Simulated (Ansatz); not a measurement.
## YS (Fm-3m): Grüneisen parameters

Does YS (Fm-3m) expand much on heating, by its phonons?

Main program and level: Ansatz 0.2.0; DFT PBEsol, scalar-relativistic, plane waves, norm-conserving pseudopotentials.

### 1. The structure

The structure is cubic, space group Fm-3m (No. 225). Conventional cell: a = 5.459 Å, b = 5.459 Å, c = 5.459 Å, α = 90.00°, β = 90.00°, γ = 90.00°. Nearest to Y lie 6 S at 2.73 Å. S has 6 Y at 2.73 Å nearest. Farther neighbours and most contacts between anions are not listed.

### 2. The dispersion

The cell comes from relaxations at this level that are not shown. Stability and thermal properties need the whole zone. Linear response on a 4×4×4 q mesh gives force constants as far as a supercell of that size would.

input.yaml reads:

```yaml
crystal:
  lattice:
    - [0.0, 2.7293379418, 2.7293379418]
    - [2.7293379418, 0.0, 2.7293379418]
    - [2.7293379418, 2.7293379418, 0.0]
  atoms:
    - { symbol: "Y", position: [0.5, 0.5, 0.5] }
    - { symbol: S, position: [0.0, 0.0, 0.0] }
kpoints:
  mp_grid: { grid: [12, 12, 12] }
hamiltonian:
  xc: pbesol
  pseudopotentials: { kind: nc }
scf:
  occupations: { method: methfessel_paxton, width: 0.15 }
output:
  eigenvalues: true
phonons:
  method: dfpt
  qmesh: [4, 4, 4]
  temperatures: { t_max: 1000, t_step: 50 }
  qpath:
    path:
      - [[0.0, 0.0, 0.0], [0.5, 0.0, 0.5], [0.625, 0.25, 0.625]]
      - [[0.375, 0.375, 0.75], [0.0, 0.0, 0.0], [0.5, 0.5, 0.5], [0.5, 0.25, 0.75], [0.5, 0.0, 0.5]]
    npoints: 10
```

Launch:

```sh
ansatz run input.yaml --threads 4 --pin off --max-ram 7168MiB --backend cpu --events-out ev --progress --plain --runs-dir out
```

Numbers of over 12 decimals in the logs are rounded to 6 here.

What it wrote:

```text
Engine: ansatz 0.2.0, aarch64-unknown-linux-gnu
Pseudopotentials: kind: nc
Pseudopotential: Y, nc, valence charge 11, recommended cutoff 979.609905 eV (normal), Y.nc.azcp (PseudoDojo's, or run here from an input of PseudoDojo's: the run reads no file of this project's for it)
Pseudopotential: S, nc, valence charge 6, recommended cutoff 707.496042 eV (normal), S.nc.azcp (PseudoDojo's, or run here from an input of PseudoDojo's: the run reads no file of this project's for it)
Functional definition: PBEsol
  exchange = pbesol_x
  correlation = pbesol_c
Crystal: 2 atoms, lattice volume = 40.663 Å³
Basis set: ecut = 979.609905 eV, 2741 PW (Γ), exchange–correlation on 80×80×80 points (8 copies of the dense FFT grid, shifted against one another)
Bands: 13, of which v1, the nominal top of the filled ones, is band 9 counted from 1 (8 counted from 0)
Symmetry: 48 space group operations
k-points: 72 of 1728
Non-local potential: Y, projectors of the file, l = 0: 2, l = 1: 2, l = 2: 2
Non-local potential: S, projectors of the file, l = 0: 2, l = 1: 2, l = 2: 2
Initial density: superposition of atomic densities (chi_scale 0.1, normalization cell, long waves kept (reshape's long-wave potential 0.00 eV rms))
Initial wavefunctions: pseudopotential atomic-orbital guess
Functional: x = pbesol(κ = 0.804, μ = 0.123457), c = pbesol(β = 0.046)
SCF iter   1: F=—  HF=-1413.890757 eV  |F-HF|=—  |Δ(HF+E_count)|=         —  Δρ=2.50e-2  dr2=2.89e-1  ethr=3.10e-3  ⟨swp⟩=6.6  Hψ=14053  notcnv=0
automatic band count: the SCF goes on with 17 bands, as 13 were too few: they end inside the smearing window of the response
preconditioner: auto → none  [insulator: Δε(μ)=0.103 eV  Ē_g=11.543 eV  σ=0.150 eV  W_gap=0.53  n_scr=14 (ndim 8)  ℏωp=17.5 eV  f_vac=0.000  D(μ)=0.39/eV (n_scr^D=0)  ε∞_Penn≈3.3]
SCF iter   2: F=—  HF=-1413.807780 eV  |F-HF|=—  |Δ(HF+E_count)|=   8.30e-2  S|Δr|=    0.00e0  Δρ=8.67e-3  dr2=3.58e-2  ethr=1.70e-3  ⟨swp⟩=3.8  Hψ=2814  notcnv=0  defer=225
SCF iter   3: F=—  HF=-1413.801243 eV  |F-HF|=—  |Δ(HF+E_count)|=   6.54e-3  S|Δr|=    0.00e0  Δρ=4.57e-3  dr2=4.90e-3  ethr=2.11e-4  ⟨swp⟩=2.1  Hψ=1246  notcnv=0  defer=225
SCF iter   4: F=—  HF=-1413.801396 eV  |F-HF|=—  |Δ(HF+E_count)|=   1.53e-4  S|Δr|=    0.00e0  Δρ=1.09e-3  dr2=3.33e-4  ethr=2.88e-5  ⟨swp⟩=1.0  Hψ=1000  notcnv=0  defer=225
SCF iter   5: F=—  HF=-1413.801400 eV  |F-HF|=—  |Δ(HF+E_count)|=   4.39e-6  S|Δr|=    0.00e0  Δρ=1.51e-4  dr2=5.74e-6  ethr=1.96e-6  ⟨swp⟩=2.4  Hψ=1496  notcnv=0  defer=225
SCF iter   6: F=—  HF=-1413.801400 eV  |F-HF|=—  |Δ(HF+E_count)|=   2.11e-7  S|Δr|=    0.00e0  Δρ=1.86e-5  dr2=2.15e-7  ethr=3.38e-8  ⟨swp⟩=2.2  Hψ=1601  notcnv=0  defer=225
SCF iter   7: F=—  HF=-1413.801400 eV  |F-HF|=—  |Δ(HF+E_count)|=   2.26e-7  S|Δr|=    0.00e0  Δρ=2.69e-6  dr2=4.46e-9  ethr=1.27e-9  ⟨swp⟩=2.4  Hψ=1785  notcnv=0  defer=225
SCF iter   8: F=—  HF=-1413.801400 eV  |F-HF|=—  |Δ(HF+E_count)|=   1.62e-9  S|Δr|=    0.00e0  Δρ=2.31e-7  dr2=1.67e-11  ethr=2.62e-11  ⟨swp⟩=2.8  Hψ=1641  notcnv=0  defer=225
SCF iter   9: F=-1413.801400 eV  HF=-1413.801400 eV  |F-HF|=4.55e-13  |Δ(HF+E_count)|=  2.27e-13  S|Δr|=    0.00e0  Δρ=1.74e-8  dr2=4.91e-14  ethr=1.00e-12  ⟨swp⟩=13.1  Hψ=7285  notcnv=0
SCF 1 converged in 9 iterations: F = -1413.801400 eV  dr2 = 4.91e-14
phonons: the bands overlap, so this run is a metal and interpolates without the dipole-dipole term. If the crystal is really an insulator or semiconductor, its LO-TO splitting is missing
NSCF: frozen V_eff on 72 k-points
NSCF: frozen V_eff on 163 k-points
DFPT response loops at q = (0, 0, 0) (fractional): preconditioner auto → Kerker (q_TF=auto, 2.359 Å⁻¹) (partly filled bands, converged f_vac=0.000); β = 1.00, the filter's whole step (`scf.mixing.beta` (0.50) is not read by the response loops under this deck's `scf.mixing.preconditioner`; to damp them name `kerker` or `kerker_dos`, under which they read `scf.mixing.beta`, and type it under 1.00, their step now; both keys bind the ground state too); Broyden in place of MSR1
NSCF: frozen V_eff on 1872 k-points
DFPT response loops at q = (0, 0, 0.25) (fractional): mixed as the last ones told, above
NSCF: frozen V_eff on 952 k-points
DFPT response loops at q = (0, 0, -0.5) (fractional): mixed as the last ones told, above
NSCF: frozen V_eff on 1020 k-points
DFPT response loops at q = (0, 0.25, 0.25) (fractional): mixed as the last ones told, above
NSCF: frozen V_eff on 3456 k-points
DFPT response loops at q = (0, 0.25, -0.5) (fractional): mixed as the last ones told, above
phonons.qmesh, q = [0.0000, 0.2500, -0.5000]: its response loops start from zero, take more passes and end by a threshold: the memory limit or budget leaves too little room for the subspace of the ground state's own states beside the solves, or none could be made (phonons.method)
NSCF: frozen V_eff on 1872 k-points
DFPT response loops at q = (0, 0.25, -0.25) (fractional): mixed as the last ones told, above
NSCF: frozen V_eff on 560 k-points
DFPT response loops at q = (0, -0.5, -0.5) (fractional): mixed as the last ones told, above
NSCF: frozen V_eff on 1020 k-points
DFPT response loops at q = (0.25, -0.5, -0.25) (fractional): mixed as the last ones told, above
SCF converged after 9 iterations
Stability not checked: this state was not tested for a lower state beside it, because cold or Methfessel-Paxton smearing, or corrected tetrahedra, fill the levels in a way that the test cannot read (fill_not_monotonic; see scf.lower_state_search)
Free energy (F): -1413.801400 eV
Harris-Foulkes:  -1413.801400 eV  (|F-HF|=4.55e-13)
Internal energy: -1413.803033 eV  (E = F + TS)
E sigma→0 (E₀):  -1413.801809 eV
Entropy (-TS):   0.001633 eV (0.816 meV/atom)
Fermi energy:    12.709649 eV
Step filling:    the computed levels leave a gap of 0.0410 eV = 0.3 smearing widths at the electron count; against every level under it full and every level over it empty, smearing changes F+E_penalty+E_count by +0.838 meV and its σ→0 estimate by +0.430 meV
--- Per-component energies (eV) ---
  E_band       = -71.261934
  E_kinetic    = 423.784702
  E_local      = -727.530917  (includes V_loc(G=0)·N_el)
  E_nonlocal   = 156.096149
  E_hartree    = 177.071713
  E_xc         = -304.073491
  E_vxc        = -277.755299  (∫ρ·V_xc dr)
  E_ewald      = -1139.151190
  E_smearing   = 0.001633  (= −TS)
  E_closure    = -0.000000  (closes the sum)
  Σ components = -1413.801400   (vs F -1413.801400, Δ=0.00e0)
--- Band table (eV; the first three rows and the last of 72) ---
  k-point 0: bands = [... 5 lower, 9.3099, 9.3099, 9.3099, 12.4821, 12.4821, 12.4821, 13.3408, 13.3408, ... 4 higher]
  k-point 1: bands = [... 5 lower, 8.8949, 9.0924, 9.0924, 12.5761, 12.6298, 12.6298, 13.6790, 13.6790, ... 4 higher]
  k-point 2: bands = [... 5 lower, 8.0084, 8.6192, 8.6192, 12.7389, 13.0191, 13.0191, 14.5548, 14.5548, ... 4 higher]
  k-point 71: bands = [... 5 lower, 7.2012, 7.4678, 7.4678, 13.5481, 13.5481, 15.5368, 16.2058, 16.6386, ... 4 higher]
--- Phonons (Γ-DFPT): 2 representative perturbations + reference (Σ response iterations 5) ---
  ASR residual: 3.150e-5 → 0.000e0 eV/Å²; symmetrization residual: 4.976e-7 eV/Å²
  ASR residual per site (eV/Å²): 3.15e-5 1.20e-5
  Γ frequencies (cm⁻¹): 0.00 0.00 0.00 300.10 300.10 300.10
--- Phonons (arbitrary-q DFPT): 8 irreducible q on the 4×4×4 mesh ---
  q = [0.0000, 0.0000, 0.0000] (star 1, of the zone-centre solve; hermiticity 1.28e-7, symmetrization 3.53e-15): 0.00 0.00 0.00 300.10 300.10 300.10
  q = [0.0000, 0.0000, 0.2500] (star 8, 2 solved perturbations on 936 of 1728 k-point pairs; hermiticity 1.06e-7, symmetrization 8.05e-9, the responses' own estimated error 9.5e-5 eV/Å²): 99.04 99.04 121.21 293.58 295.56 295.56
  q = [0.0000, 0.0000, -0.5000] (star 4, 2 solved perturbations on 476 of 1728 k-point pairs; hermiticity 1.10e-8, symmetrization 5.52e-9, the responses' own estimated error 9.3e-5 eV/Å²): 132.45 145.87 145.87 280.98 280.98 301.83
  q = [0.0000, 0.2500, 0.2500] (star 6, 4 solved perturbations in 1608 linear systems a pass and spin channel, the states on 510 of 1728 k-point pairs; hermiticity 1.43e-7, symmetrization 7.08e-10, the responses' own estimated error 1.0e-4 eV/Å²): 72.49 72.49 142.87 292.86 296.82 296.82
  q = [0.0000, 0.2500, -0.5000] (star 24, 4 solved perturbations in 5328 linear systems a pass and spin channel, the states on 1728 of 1728 k-point pairs; hermiticity 8.87e-6, symmetrization 3.07e-14): 105.25 121.30 124.70 290.81 291.73 295.59
  q = [0.0000, 0.2500, -0.2500] (star 12, 4 solved perturbations in 2892 linear systems a pass and spin channel, the states on 936 of 1728 k-point pairs; hermiticity 2.37e-7, symmetrization 1.75e-8, the responses' own estimated error 9.7e-5 eV/Å²): 93.12 137.60 138.55 284.06 291.34 293.26
  q = [0.0000, -0.5000, -0.5000] (star 3, 4 solved perturbations in 886 linear systems a pass and spin channel, the states on 280 of 1728 k-point pairs; hermiticity 2.08e-7, symmetrization 1.06e-8, the responses' own estimated error 1.1e-4 eV/Å²): 97.95 97.95 107.79 295.11 295.11 299.54
  q = [0.2500, -0.5000, -0.2500] (star 6, 4 solved perturbations in 1544 linear systems a pass and spin channel, the states on 510 of 1728 k-point pairs; hermiticity 2.06e-7, symmetrization 5.03e-8, the responses' own estimated error 1.1e-4 eV/Å²): 108.12 108.12 120.26 287.52 293.17 293.17
  sum rule: each row above includes the acoustic sum rule's correction from the zone centre's row sums; it moved no ω² by more than (0.32 cm⁻¹)²
  mesh force constants: q→R imaginary residual 5.26e-18; ASR residual 3.150e-5 → 0.000e0 eV/Å²; symmetrization residual 6.217e-15 eV/Å²
  interpolated dispersion: 62 rows × 6 modes
  density of states and harmonic sums: on the 20×20×20 q-mesh, interpolated from the force constants of a 4×4×4 supercell (no non-analytic term)
  largest difference from the sums on the solved wave vectors: F 1.21e-2 eV, S 1.61e-5 and C_V 4.01e-6 eV/K
  zero-point energy: 0.075581 eV/cell   skipped modes (ω ≤ 0): 3   left out of the sums: 6.25e-5 of the cell's modes: C_V's classical limit lies that fraction below 3 k_B per atom; for a crystal, a wire or a layer, F and S can be off by more, and a phonons.interpolated_qmesh denser along its periods is the remedy for the sampling
```

It took 9.5 min on 4 threads of Arm Neoverse V2, shared host; peak memory 4.9 GiB.

This step gave:

```yaml
volume_per_atom: 20.33 Å³
gap_on_the_k_mesh: 0 eV
sum_rule_residual_before_enforcement: 3.15e-5 eV/Å²
lowest_frequency_on_the_path: 0 cm⁻¹
point_group: m-3m
highest_frequency_on_the_path_or_at_a_solved_wavevector: 301.8 cm⁻¹
mean_frequency: 203.2 cm⁻¹
debye_temperature_second_moment: 413 K
logarithmic_mean_frequency: 180.6 cm⁻¹
highest_optical_mode_at_the_zone_centre_no_lo_to_term: 300.1 cm⁻¹
lowest_optical_zone_centre_mode: 300.1 cm⁻¹
lowest_mode_on_the_q_mesh_acoustic_modes_at_gamma_apart: 72.49 cm⁻¹
zero_point_energy_per_atom: 37.79 meV
heat_capacity_at_300_k: 22.77 J/(mol atoms K)
vibrational_entropy_at_300_k: 29.67 J/(mol atoms K)
edges_of_the_widest_gap_between_branches_on_path_and_mesh: 145.9, 281 cm⁻¹
```

Frequencies (cm⁻¹) solved at each irreducible wavevector; negative means imaginary. Frequencies by wavevector, by row:

```tsv
q in reciprocal lattice units	star	mode 1	mode 2	mode 3	mode 4	mode 5	mode 6
0 0 0	1	0	0	0	300.1	300.1	300.1
0 0 0.25	8	99	99	121.2	293.6	295.6	295.6
0 0 -0.5	4	132.4	145.9	145.9	281	281	301.8
0 0.25 0.25	6	72.5	72.5	142.9	292.9	296.8	296.8
0 0.25 -0.5	24	105.2	121.3	124.7	290.8	291.7	295.6
0 0.25 -0.25	12	93.1	137.6	138.6	284.1	291.3	293.3
0 -0.5 -0.5	3	98	98	107.8	295.1	295.1	299.5
0.25 -0.5 -0.25	6	108.1	108.1	120.3	287.5	293.2	293.2
```

Symmetry leaves 8 wavevectors to solve. The lowest mode among them, the acoustic zeros apart, lies at q = (0, 0.25, 0.25) and is real, 72.5 cm⁻¹.

### 3. Relaxing at another volume, volume ratio 0.97

The volume is scaled by 0.97 and held; symmetry leaves nothing to relax, so this is a single point. The modes can then be followed against volume.

input.yaml, the sections that differ from step 2:

```yaml
crystal:
  lattice:
    - [0.0, 2.7017669867, 2.7017669867]
    - [2.7017669867, 0.0, 2.7017669867]
    - [2.7017669867, 2.7017669867, 0.0]
  atoms:
    - { symbol: "Y", position: [0.5, 0.5, 0.5] }
    - { symbol: S, position: [0.0, 0.0, 0.0] }
output:
  forces: true
  stress: true
  eigenvalues: true
# kpoints, hamiltonian, scf: as in step 2
# phonons: removed
```

What it wrote:

```text
[...]
Crystal: 2 atoms, lattice volume = 39.443 Å³
Basis set: ecut = 979.609905 eV, 2733 PW (Γ), exchange–correlation on 80×80×80 points (8 copies of the dense FFT grid, shifted against one another)
Bands: 13, of which v1, the nominal top of the filled ones, is band 9 counted from 1 (8 counted from 0)
Symmetry: 48 space group operations
[...]
k-points: 72 of 1728
[...]
--- Band table (eV; the first three rows and the last of 72) ---
  k-point 0: bands = [... 5 lower, 9.7420, 9.7420, 9.7420, 12.8705, 12.8705, 12.8705, 13.7628, 13.7628]
  k-point 1: bands = [... 5 lower, 9.3152, 9.5095, 9.5095, 12.9737, 13.0241, 13.0241, 14.1199, 14.1199]
  k-point 2: bands = [... 5 lower, 8.4033, 9.0093, 9.0093, 13.1533, 13.4276, 13.4276, 15.0382, 15.0382]
  k-point 71: bands = [... 5 lower, 7.5522, 7.8636, 7.8636, 13.9912, 13.9912, 16.0766, 16.8014, 17.2173]
[key lines of the parts left out:]
SCF converged after 7 iterations
Free energy (F): -1413.788923 eV
Fermi energy:    13.117273 eV
P = ⅓ Tr σ = 3.3673 GPa (33.673 kbar)
```

It took 1.6 s on 4 threads; peak memory 0.39 GiB.

This run has no spin polarisation although its electron count is odd.

This step gave:

```yaml
pressure: 3.367 GPa
volume_per_atom: 19.72 Å³
```

### 4. Phonons at the other volume, volume ratio 0.97

The phonons are repeated at this volume on the same k and q meshes.

input.yaml, the sections that differ from step 3:

```yaml
output:
  eigenvalues: true
phonons:
  method: dfpt
  qmesh: [4, 4, 4]
  temperatures: { t_max: 1000, t_step: 50 }
  qpath:
    path:
      - [[0.0, 0.0, 0.0], [0.5, 0.0, 0.5], [0.625, 0.25, 0.625]]
      - [[0.375, 0.375, 0.75], [0.0, 0.0, 0.0], [0.5, 0.5, 0.5], [0.5, 0.25, 0.75], [0.5, 0.0, 0.5]]
    npoints: 10
# crystal, kpoints, hamiltonian, scf: as in step 3
```

What it wrote:

```text
[...]
Crystal: 2 atoms, lattice volume = 39.443 Å³
Basis set: ecut = 979.609905 eV, 2733 PW (Γ), exchange–correlation on 80×80×80 points (8 copies of the dense FFT grid, shifted against one another)
Bands: 13, of which v1, the nominal top of the filled ones, is band 9 counted from 1 (8 counted from 0)
Symmetry: 48 space group operations
k-points: 72 of 1728
[...]
SCF iter   1: F=—  HF=-1413.877388 eV  |F-HF|=—  |Δ(HF+E_count)|=         —  Δρ=2.52e-2  dr2=2.82e-1  ethr=3.10e-3  ⟨swp⟩=6.6  Hψ=14134  notcnv=0
[...]
SCF iter   9: F=-1413.788923 eV  HF=-1413.788923 eV  |F-HF|=0.00e0  |Δ(HF+E_count)|=  4.77e-12  S|Δr|=    0.00e0  Δρ=1.37e-8  dr2=3.08e-14  ethr=1.00e-12  ⟨swp⟩=12.9  Hψ=7107  notcnv=0
SCF 1 converged in 9 iterations: F = -1413.788923 eV  dr2 = 3.08e-14
[...]
NSCF: frozen V_eff on 72 k-points
[...]
SCF converged after 9 iterations
[...]
Free energy (F): -1413.788923 eV
[...]
Internal energy: -1413.790732 eV  (E = F + TS)
E sigma→0 (E₀):  -1413.789375 eV
Entropy (-TS):   0.001809 eV (0.904 meV/atom)
Fermi energy:    13.117274 eV
[...]
--- Band table (eV; the first three rows and the last of 72) ---
  k-point 0: bands = [... 5 lower, 9.7420, 9.7420, 9.7420, 12.8705, 12.8705, 12.8705, 13.7628, 13.7628, ... 4 higher]
  k-point 1: bands = [... 5 lower, 9.3152, 9.5095, 9.5095, 12.9737, 13.0241, 13.0241, 14.1199, 14.1199, ... 4 higher]
  k-point 2: bands = [... 5 lower, 8.4033, 9.0093, 9.0093, 13.1533, 13.4276, 13.4276, 15.0382, 15.0382, ... 4 higher]
  k-point 71: bands = [... 5 lower, 7.5522, 7.8636, 7.8636, 13.9912, 13.9912, 16.0766, 16.8014, 17.2173, ... 4 higher]
[...]
ASR residual: 2.315e-5 → 0.000e0 eV/Å²; symmetrization residual: 3.860e-7 eV/Å²
  ASR residual per site (eV/Å²): 2.31e-5 1.43e-5
  Γ frequencies (cm⁻¹): 0.00 0.00 0.00 317.54 317.54 317.54
--- Phonons (arbitrary-q DFPT): 8 irreducible q on the 4×4×4 mesh ---
[...]
interpolated dispersion: 62 rows × 6 modes
[...]
```

It took 8.6 min on 4 threads; peak memory 4.8 GiB; 34 min of CPU time.

This step gave:

- sum-rule residual before enforcement: 2.31e-5 eV/Å²
- highest frequency on the path or at a solved wavevector: 317.7 cm⁻¹
- mean frequency: 214.5 cm⁻¹
- Debye temperature (second moment): 436 K
- logarithmic mean frequency: 190.3 cm⁻¹
- highest optical mode at the zone centre (no LO-TO term): 317.5 cm⁻¹
- lowest optical zone-centre mode: 317.5 cm⁻¹
- lowest mode on the q mesh (acoustic modes at Γ apart): 73.12 cm⁻¹
- zero-point energy per atom: 39.9 meV
- heat capacity at 300 K: 22.54 J/(mol atoms K)
- vibrational entropy at 300 K: 28.48 J/(mol atoms K)
- edges of the widest gap between branches, on path and mesh: 155.1, 295.2 cm⁻¹

Frequencies (cm⁻¹) solved at each irreducible wavevector; negative means imaginary. Frequencies by wavevector, by row:

```tsv
q in reciprocal lattice units	star	mode 1	mode 2	mode 3	mode 4	mode 5	mode 6
0 0 0	1	0	0	0	317.5	317.5	317.5
0 0 0.25	8	105.3	105.3	127.8	310.1	311.7	311.7
0 0 -0.5	4	145	155.1	155.1	295.2	295.2	316.4
0 0.25 0.25	6	73.1	73.1	153.8	307.7	314.4	314.4
0 0.25 -0.5	24	112.6	127.2	131.4	307.5	307.9	312
0 0.25 -0.25	12	94.5	147.2	150.2	298.3	308	309.4
0 -0.5 -0.5	3	99.7	99.7	111.4	312.8	312.8	317.7
0.25 -0.5 -0.25	6	110.6	110.6	131.1	302.1	311.2	311.2
```

The highest optical mode at the zone centre (no LO-TO term) is 317.5 cm⁻¹, +17.4 cm⁻¹ against the base run.

### 5. Relaxing at another volume, volume ratio 1.03

The volume is scaled by 1.03 and held; symmetry leaves nothing to relax, so this is a single point. The modes can then be followed against volume.

input.yaml, the sections that differ from step 4:

```yaml
crystal:
  lattice:
    - [0.0, 2.7563628473, 2.7563628473]
    - [2.7563628473, 0.0, 2.7563628473]
    - [2.7563628473, 2.7563628473, 0.0]
  atoms:
    - { symbol: "Y", position: [0.5, 0.5, 0.5] }
    - { symbol: S, position: [0.0, 0.0, 0.0] }
output:
  forces: true
  stress: true
  eigenvalues: true
# kpoints, hamiltonian, scf: as in step 4
# phonons: removed
```

What it wrote:

```text
[...]
Crystal: 2 atoms, lattice volume = 41.883 Å³
Basis set: ecut = 979.609905 eV, 2891 PW (Γ), exchange–correlation on 80×80×80 points (8 copies of the dense FFT grid, shifted against one another)
Bands: 13, of which v1, the nominal top of the filled ones, is band 9 counted from 1 (8 counted from 0)
Symmetry: 48 space group operations
[...]
k-points: 72 of 1728
[...]
--- Band table (eV; the first three rows and the last of 72) ---
  k-point 0: bands = [... 5 lower, 8.9036, 8.9036, 8.9036, 12.1123, 12.1123, 12.1123, 12.9394, 12.9394]
  k-point 1: bands = [... 5 lower, 8.4995, 8.6996, 8.6996, 12.1978, 12.2544, 12.2544, 13.2603, 13.2603]
  k-point 2: bands = [... 5 lower, 7.6369, 8.2513, 8.2513, 12.3446, 12.6302, 12.6302, 14.0967, 14.0967]
  k-point 71: bands = [... 5 lower, 6.8709, 7.0982, 7.0982, 13.1275, 13.1275, 15.0257, 15.6421, 16.0900]
[key lines of the parts left out:]
SCF converged after 7 iterations
Free energy (F): -1413.790191 eV
Fermi energy:    12.321905 eV
P = ⅓ Tr σ = -2.8680 GPa (-28.680 kbar)
```

It took 1.7 s on 4 threads; peak memory 0.4 GiB; 6.2 s of CPU time.

Numbers from this step:

* pressure: -2.868 GPa
* volume per atom: 20.94 Å³

The run ends at a pressure of -2.87 GPa.

[end of part 1 of 2]

[Logs are printed without paths, hosts, clocks, repeated set-up lines and the standing remarks that a program may print on its own settings, such as how far it seeks lower states.]

[Hosts, paths, dates, database ids (printed as entryN), source tags and the programs' standing remarks are cut or masked in the printed files.]
